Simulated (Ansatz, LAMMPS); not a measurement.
# Amorphous Si0.7Ge0.3 (120 atoms) under strain, part 3 of 3

How stiff is amorphous Si0.7Ge0.3 (120 atoms), and how do its levels respond to strain?

Ansatz 0.2.0; Kohn-Sham DFT, PBE, PAW (set soft_1), plane waves.

The cell: 84 Si and 36 Ge. The quench rate of 10 K/ps is orders of magnitude faster than experiment. The network of bonds at the start is that of the classical potential that made the cell. Sampling is at Γ alone.

So far. Step 9 (Volume -10 %): The relaxation converged after 14 steps, 1.64 eV below its start, with a largest force component of 0.017 eV/Å. Step 9 (Volume -10 %): Volume -10 %: the energy stands 5.68 eV above that of the reference, at a pressure of 7.74 GPa.

## Step 10: Stretched by 1 % along x

The relaxed cell is strained along x alone, which gives the stiffness along x and its coupling to y and z.

Contents of input.yaml:

```yaml
crystal:
  lattice:
    - [13.70348, 0.13541, -0.01078]
    - [0.13676, 13.76284, 0.22096]
    - [-0.01089, 0.22096, 13.87737]
  atoms:
    [... the 120 atom lines of step 4 ...]
kpoints:
  mp_grid: { grid: [1, 1, 1] }
hamiltonian:
  xc: pbe
  pseudopotentials: { kind: paw, azcp: { folder: soft_1 } }
scf:
  occupations: { method: gaussian, width: 0.05 }
output:
  forces: true
  eigenvalues: true
  stress: true
relax:
  f_tol: 0.05
  max_steps: 70
```

On the command line:

```sh
$ ansatz run input.yaml --threads 4 --pin off --max-ram 15872MiB --backend cpu --events-out ev --progress --plain --runs-dir out
```

Numbers of over 12 decimals in the logs are rounded to 6 here.

The log of the run:

```text
[...]
Crystal: 120 atoms, lattice volume = 2616.327 Å³
Basis set: ecut = 420 eV, 51109 PW (Γ), exchange–correlation on 192×192×192 points (8 copies of the dense FFT grid, shifted against one another)
Bands: 540, of which v1, the nominal top of the filled ones, is band 420 counted from 1 (419 counted from 0)
Symmetry: 1 space group operations
[...]
k-points: 1
[...]
SCF iter   1: F=—  HF=-208015.579220 eV  |F-HF|=—  |Δ(HF+E_count)|=         —  Δρ=3.96e-2  dr2=6.80e1  ethr=3.10e-3  ⟨swp⟩=6.0  Hψ=2257  notcnv=0  defer=67
[...]
SCF iter   9: F=—  HF=-208003.403057 eV  |F-HF|=—  |Δ(HF+E_count)|=   1.16e-4  Δρ=1.69e-5  dr2=1.18e-5  ethr=7.44e-9  ⟨swp⟩=14.0  Hψ=3122  notcnv=0
SCF iter  10: F=-208003.403065 eV  HF=-208003.403064 eV  |F-HF|=1.49e-6  |Δ(HF+E_count)|=   6.58e-6  Δρ=6.39e-6  dr2=2.06e-6  ethr=1.40e-9  ⟨swp⟩=3.0  Hψ=1707  notcnv=0
SCF 1 converged in 10 iterations: F = -208003.403065 eV  dr2 = 2.06e-6
[...]
relax step   1: F+E_penalty+E_count = -208003.40306534 eV  Δ(F+E_penalty+E_count) = +0.000e0 eV  max|allowed force component| = 1.559e-1 eV/Å  Δτ_max = 0.0000 Å  (10 SCF iters, dr2 threshold 6.25e-5 eV, accepted)
[...]
SCF iter   1: F=—  HF=-208003.436437 eV  |F-HF|=—  |Δ(HF+E_count)|=         —  Δρ=6.85e-4  dr2=9.85e-3  ethr=1.02e-6  ⟨swp⟩=2.0  Hψ=1440  notcnv=0  defer=110
[...]
SCF iter   7: F=—  HF=-208003.435660 eV  |F-HF|=—  |Δ(HF+E_count)|=   1.17e-7  Δρ=1.96e-6  dr2=3.91e-7  ethr=3.52e-10  ⟨swp⟩=2.0  Hψ=535  notcnv=0  defer=110
SCF iter   8: F=-208003.435660 eV  HF=-208003.435660 eV  |F-HF|=1.74e-8  |Δ(HF+E_count)|=   9.71e-8  Δρ=9.23e-7  dr2=9.12e-8  ethr=1.19e-11  ⟨swp⟩=12.0  Hψ=2403  notcnv=0
SCF 2 converged in 8 iterations: F = -208003.435660 eV  dr2 = 9.12e-8
relax step   2: F+E_penalty+E_count = -208003.43566031 eV  Δ(F+E_penalty+E_count) = -3.259e-2 eV  max|allowed force component| = 4.969e-2 eV/Å  Δτ_max = 0.0189 Å  (8 SCF iters, accepted)
SCF converged after 8 iterations
Free energy (F): -208003.435660 eV
[...]
Internal energy: -208003.434123 eV  (E = F + TS)
E sigma→0 (E₀):  -208003.434892 eV
Entropy (-TS):   -0.001537 eV (-0.013 meV/atom)
Fermi energy:    6.542787 eV
[...]
Σ components = -208003.435660   (vs F -208003.435660, Δ=0.00e0)
--- Forces (eV/Å), atoms counted from 1 ---
  atom   1  Si     0.00146839     0.00758263     0.00154546
  atom   2  Si     0.00487936     0.00234960    -0.00415202
  atom   3  Si     0.01927675     0.01515895    -0.01575256
  atom   4  Si     0.00426791    -0.00284402    -0.00987943
[...]
atom 120  Ge    -0.00533196    -0.02084650    -0.00426824
  max |Σ_I F_I| component: 7.80e-5 eV/Å
--- Stress (GPa, compression-positive) ---
       -1.216041      -0.042785      -0.002335
       -0.042785      -0.357523      -0.010083
       -0.002335      -0.010083      -0.354853
  P = ⅓ Tr σ = -0.6428 GPa (-6.428 kbar)
--- Band table (eV) ---
[...]
--- Relaxed structure (2 steps of the walk, 2 accepted, 0 SCFs on fresh bases) ---
  F+E_penalty+E_count = -208003.43566031 eV   max|allowed force component| = 4.969e-2 eV/Å
  atoms:
    - { symbol: Si, position: [0.058283, 0.00360162, 0.484152] }
    - { symbol: Si, position: [0.501571, 0.312617, 0.395970] }
    - { symbol: Si, position: [0.181596, 0.323541, 0.657221] }
    - { symbol: Si, position: [0.595063, 0.055644, 0.446649] }
[...]
- { symbol: Ge, position: [0.205989, 0.176708, 0.762823] }
```

Elapsed: 58 s, on 4 threads of Intel Xeon Platinum 8488C (Sapphire Rapids), shared host; peak memory 3.8 GiB.

The relaxation converged after 2 steps, 0.0326 eV below its start, with a largest force component of 0.050 eV/Å.

Stretched by 1 % along x: the energy stands 0.0909 eV above that of the reference, at a pressure of -0.643 GPa.

## Step 11: Compressed by 1 % along x

The relaxed cell is strained along x alone, which gives the stiffness along x and its coupling to y and z.

input.yaml, the sections that differ from step 10:

```yaml
crystal:
  lattice:
    - [13.43212, 0.13541, -0.01078]
    - [0.13406, 13.76284, 0.22096]
    - [-0.01067, 0.22096, 13.87737]
  atoms:
    [... the 120 atom lines of step 4 ...]
# kpoints, hamiltonian, scf, output, relax: as in step 10
```

The log of the run:

```text
[...]
Crystal: 120 atoms, lattice volume = 2564.518 Å³
Basis set: ecut = 420 eV, 50099 PW (Γ), exchange–correlation on 180×192×192 points (8 copies of the dense FFT grid, shifted against one another)
Bands: 540, of which v1, the nominal top of the filled ones, is band 420 counted from 1 (419 counted from 0)
Symmetry: 1 space group operations
[...]
k-points: 1
[...]
SCF iter   1: F=—  HF=-208016.138620 eV  |F-HF|=—  |Δ(HF+E_count)|=         —  Δρ=4.06e-2  dr2=7.00e1  ethr=3.10e-3  ⟨swp⟩=7.0  Hψ=2438  notcnv=0  defer=10
[...]
SCF iter  10: F=-208003.392946 eV  HF=-208003.392945 eV  |F-HF|=1.22e-6  |Δ(HF+E_count)|=   6.58e-6  Δρ=6.47e-6  dr2=2.00e-6  ethr=1.38e-9  ⟨swp⟩=3.0  Hψ=1745  notcnv=0
SCF 1 converged in 10 iterations: F = -208003.392946 eV  dr2 = 2.00e-6
[...]
relax step   1: F+E_penalty+E_count = -208003.39294643 eV  Δ(F+E_penalty+E_count) = +0.000e0 eV  max|allowed force component| = 1.851e-1 eV/Å  Δτ_max = 0.0000 Å  (10 SCF iters, dr2 threshold 6.25e-5 eV, accepted)
[...]
relax step   2: F+E_penalty+E_count = -208003.42843797 eV  Δ(F+E_penalty+E_count) = -3.549e-2 eV  max|allowed force component| = 6.230e-2 eV/Å  Δτ_max = 0.0181 Å  (8 SCF iters, accepted)
[...]
relax step   3: F+E_penalty+E_count = -208003.43376460 eV  Δ(F+E_penalty+E_count) = -5.327e-3 eV  max|allowed force component| = 2.796e-2 eV/Å  Δτ_max = 0.0127 Å  (7 SCF iters, accepted)
SCF converged after 7 iterations
Free energy (F): -208003.433765 eV
[...]
Internal energy: -208003.432517 eV  (E = F + TS)
E sigma→0 (E₀):  -208003.433141 eV
Entropy (-TS):   -0.001248 eV (-0.010 meV/atom)
Fermi energy:    6.766692 eV
[...]
--- Forces (eV/Å), atoms counted from 1 ---
  atom   1  Si     0.00129147     0.00361118    -0.00167483
  atom   2  Si    -0.00251985     0.00053812    -0.00674898
  atom   3  Si     0.00616983    -0.00595936     0.00344490
  atom   4  Si    -0.00623425    -0.00144643    -0.01034875
  atom   5  Si     0.00508458    -0.00443544     0.00190813
  atom   6  Si    -0.00512297     0.00228823    -0.00191294
  atom   7  Si    -0.00033914     0.00064927     0.00116056
  atom   8  Si    -0.00360148    -0.00843556     0.00214112
  atom   9  Si    -0.00293215    -0.00733824    -0.00583522
  atom  10  Si    -0.00784730     0.00142150     0.00314430
  atom  11  Si    -0.00125552    -0.00370885     0.00349533
  atom  12  Si    -0.00187737    -0.00031944    -0.00027351
  atom  13  Si     0.00957788     0.00418728    -0.00175652
  atom  14  Si     0.00202519     0.00504197    -0.00324504
[...]
atom 119  Ge     0.00508500    -0.00825084    -0.00311839
  atom 120  Ge    -0.00447446    -0.00592947    -0.00546779
  max |Σ_I F_I| component: 7.11e-5 eV/Å
--- Stress (GPa, compression-positive) ---
        1.167348       0.025865       0.005993
        0.025865       0.422503       0.008151
        0.005992       0.008151       0.377287
  P = ⅓ Tr σ = 0.6557 GPa (6.557 kbar)
--- Band table (eV) ---
[...]
--- Relaxed structure (3 steps of the walk, 3 accepted, 0 SCFs on fresh bases) ---
  F+E_penalty+E_count = -208003.43376460 eV   max|allowed force component| = 2.796e-2 eV/Å
  atoms:
    - { symbol: Si, position: [0.057700, 0.00303395, 0.484129] }
    - { symbol: Si, position: [0.500979, 0.312175, 0.395508] }
    - { symbol: Si, position: [0.180705, 0.323282, 0.658009] }
    - { symbol: Si, position: [0.594625, 0.055498, 0.446510] }
[...]
- { symbol: Ge, position: [0.207079, 0.176713, 0.762688] }
```

Wall time 80 s (4 threads); peak memory 3.8 GiB.

The relaxation converged after 3 steps, 0.0408 eV below its start, with a largest force component of 0.028 eV/Å.

Compressed by 1 % along x: the energy stands 0.0928 eV above that of the reference, at a pressure of 0.656 GPa.

## Step 12: Sheared by 2 % in xy

A shear of the relaxed cell gives the modulus that volume changes can't reach.

input.yaml, the sections that differ from step 11:

```yaml
crystal:
  lattice:
    - [13.56915, 0.27109, -0.01078]
    - [0.27304, 13.76419, 0.22096]
    - [-0.00857, 0.22085, 13.87737]
  atoms:
    [... the 120 atom lines of step 4 ...]
# kpoints, hamiltonian, scf, output, relax: as in step 11
```

The log of the run:

```text
[...]
Crystal: 120 atoms, lattice volume = 2590.162 Å³
Basis set: ecut = 420 eV, 50607 PW (Γ), exchange–correlation on 192×192×192 points (8 copies of the dense FFT grid, shifted against one another)
Bands: 540, of which v1, the nominal top of the filled ones, is band 420 counted from 1 (419 counted from 0)
Symmetry: 1 space group operations
[...]
k-points: 1
[...]
SCF iter   1: F=—  HF=-208015.742837 eV  |F-HF|=—  |Δ(HF+E_count)|=         —  Δρ=4.01e-2  dr2=6.89e1  ethr=3.10e-3  ⟨swp⟩=6.0  Hψ=2262  notcnv=0  defer=68
[...]
SCF iter  10: F=-208003.321753 eV  HF=-208003.321752 eV  |F-HF|=1.33e-6  |Δ(HF+E_count)|=   6.59e-6  Δρ=6.48e-6  dr2=2.05e-6  ethr=1.42e-9  ⟨swp⟩=3.0  Hψ=1697  notcnv=0
SCF 1 converged in 10 iterations: F = -208003.321753 eV  dr2 = 2.05e-6
[...]
relax step   1: F+E_penalty+E_count = -208003.32175301 eV  Δ(F+E_penalty+E_count) = +0.000e0 eV  max|allowed force component| = 2.617e-1 eV/Å  Δτ_max = 0.0000 Å  (10 SCF iters, dr2 threshold 6.25e-5 eV, accepted)
[...]
relax step   2: F+E_penalty+E_count = -208003.39296855 eV  Δ(F+E_penalty+E_count) = -7.122e-2 eV  max|allowed force component| = 8.501e-2 eV/Å  Δτ_max = 0.0306 Å  (6 SCF iters, dr2 threshold 4.28e-6 eV, accepted)
[...]
relax step   3: F+E_penalty+E_count = -208003.40310796 eV  Δ(F+E_penalty+E_count) = -1.014e-2 eV  max|allowed force component| = 4.609e-2 eV/Å  Δτ_max = 0.0179 Å  (8 SCF iters, accepted)
SCF converged after 8 iterations
Free energy (F): -208003.403108 eV
[...]
Internal energy: -208003.402172 eV  (E = F + TS)
E sigma→0 (E₀):  -208003.402640 eV
Entropy (-TS):   -0.000936 eV (-0.008 meV/atom)
Fermi energy:    6.654382 eV
[...]
--- Forces (eV/Å), atoms counted from 1 ---
  atom   1  Si    -0.00060142    -0.00493661     0.00235081
  atom   2  Si    -0.00018811    -0.00586287    -0.00219987
  atom   3  Si    -0.00519715     0.00633908     0.00834741
  atom   4  Si     0.02022469    -0.01666648     0.02606179
  atom   5  Si     0.00511734    -0.00410345    -0.00259965
  atom   6  Si    -0.00636130    -0.00499325     0.00043423
  atom   7  Si    -0.00088573    -0.00199557    -0.00175994
  atom   8  Si     0.00350671     0.00601313    -0.00257825
  atom   9  Si    -0.00624499     0.00901480    -0.00388452
  atom  10  Si     0.00272148     0.00585312    -0.00637382
  atom  11  Si    -0.00580603     0.00443365     0.00066046
  atom  12  Si     0.00290216    -0.00149587    -0.00009841
  atom  13  Si     0.00293040     0.01282907     0.00223189
  atom  14  Si    -0.00818556     0.00434093     0.00078160
[...]
atom 119  Ge     0.00728317     0.00022933    -0.00179880
  atom 120  Ge     0.00250103    -0.01464447    -0.00999059
  max |Σ_I F_I| component: 2.56e-5 eV/Å
--- Stress (GPa, compression-positive) ---
       -0.042804      -0.774088      -0.027959
       -0.774088       0.062261       0.013480
       -0.027959       0.013480       0.044164
  P = ⅓ Tr σ = 0.0212 GPa (0.212 kbar)
--- Band table (eV) ---
[...]
--- Relaxed structure (3 steps of the walk, 3 accepted, 0 SCFs on fresh bases) ---
  F+E_penalty+E_count = -208003.40310796 eV   max|allowed force component| = 4.609e-2 eV/Å
  atoms:
    - { symbol: Si, position: [0.057957, 0.00393876, 0.484229] }
    - { symbol: Si, position: [0.501726, 0.311777, 0.395694] }
    - { symbol: Si, position: [0.181972, 0.323796, 0.656663] }
    - { symbol: Si, position: [0.595294, 0.053470, 0.447409] }
[...]
- { symbol: Ge, position: [0.206518, 0.177263, 0.762794] }
```

It took 81 s on 4 threads; peak memory 3.8 GiB; 5.2 min of CPU time.

The relaxation converged after 3 steps, 0.0814 eV below its start, with a largest force component of 0.046 eV/Å.

Sheared by 2 % in xy: the energy stands 0.123 eV above that of the reference, at a pressure of 0.0212 GPa.

## Step 13: Pressure against volume

Atoms are relaxed at each volume, in the scaled cell.

| volume change (%) | volume (Å³/atom) | energy change (meV/atom) | pressure (GPa) | largest move on relaxing (Å) | bonds | gap (eV) |
| --- | --- | --- | --- | --- | --- | --- |
| -10 | 19.428 | 47.36 | 7.74 | 1.09 | 245 | 0.260 |
| -6 | 20.292 | 17.10 | 4.41 | 0.25 | 242 | 0.218 |
| -3 | 20.939 | 4.10 | 2.09 | 0.05 | 242 | 0.199 |
| +0 | 21.587 | 0.00 | 0.00 | - | 242 | 0.196 |
| +3 | 22.234 | 3.76 | -1.86 | 0.05 | 241 | 0.187 |
| +6 | 22.882 | 12.62 | -3.24 | 0.68 | 241 | 0.314 |

## Step 14: Uniaxial strain and shear

Stress (GPa, compression positive) less that of the relaxed cell, atoms relaxed:

| strain | xx | yy | zz | xy | energy change (meV/atom) |
| --- | --- | --- | --- | --- | --- |
| stretched by 1 % along x | -1.228 | -0.364 | -0.345 | -0.040 | 0.76 |
| compressed by 1 % along x | 1.155 | 0.416 | 0.387 | 0.029 | 0.77 |
| sheared by 2 % in xy | -0.055 | 0.056 | 0.054 | -0.771 | 1.03 |

## Step 15: What came out

The bulk modulus, from the slope of pressure against ln V over the three points nearest the relaxed volume, is 65.8 GPa; a quadratic over all points gives a pressure derivative of about 3.1. The count of bonds runs from 241 to 245 over the series, so at some points contacts cross the cutoffs. At -10 % and +6 % some atom moved by over 0.5 Å on relaxing, so those points may sit in another local minimum. The gap goes from 0.260 eV at the smallest volume to 0.314 eV at the largest, not monotonically (lowest 0.187, highest 0.314 eV), on the run's k-points. In the Cartesian axes of the cell, finite differences give C11 = 119, C12 = 39.0, C13 = 36.6 and C66 = 38.6 GPa (the shear of 2 % is the engineering strain, εxy = 0.01). The mean of C11, C12 and C13, which equals the bulk modulus in a cubic or isotropic solid, is 64.9 GPa: it agrees with the bulk modulus within 10 %. For an isotropic solid C66 would equal (C11 − C12)/2 = 40.1 GPa; so small a sample needn't be isotropic, and C66 rests on one shear. With the bulk modulus and C66 as K and G, Young's modulus would be about 97 GPa and Poisson's ratio 0.25.

**Limits.** Strains are finite and relaxations stop at the force tolerance of the input, which can leave moduli too stiff; they are those of a static cell at zero temperature. Volumes are changed with the cell's shape held, so in an anisotropic solid the modulus lies over the one under free hydrostatic load. The program notes that the SCF threshold of the relaxations is loose for the stress.

The DFT runs together took 25 min of wall time.

[Logs are printed without paths, hosts, clocks, repeated set-up lines and the standing remarks that a program may print on its own settings, such as how far it seeks lower states.]

[Hosts, paths, dates, database ids (printed as entryN), source tags and the programs' standing remarks are cut or masked in the printed files.]
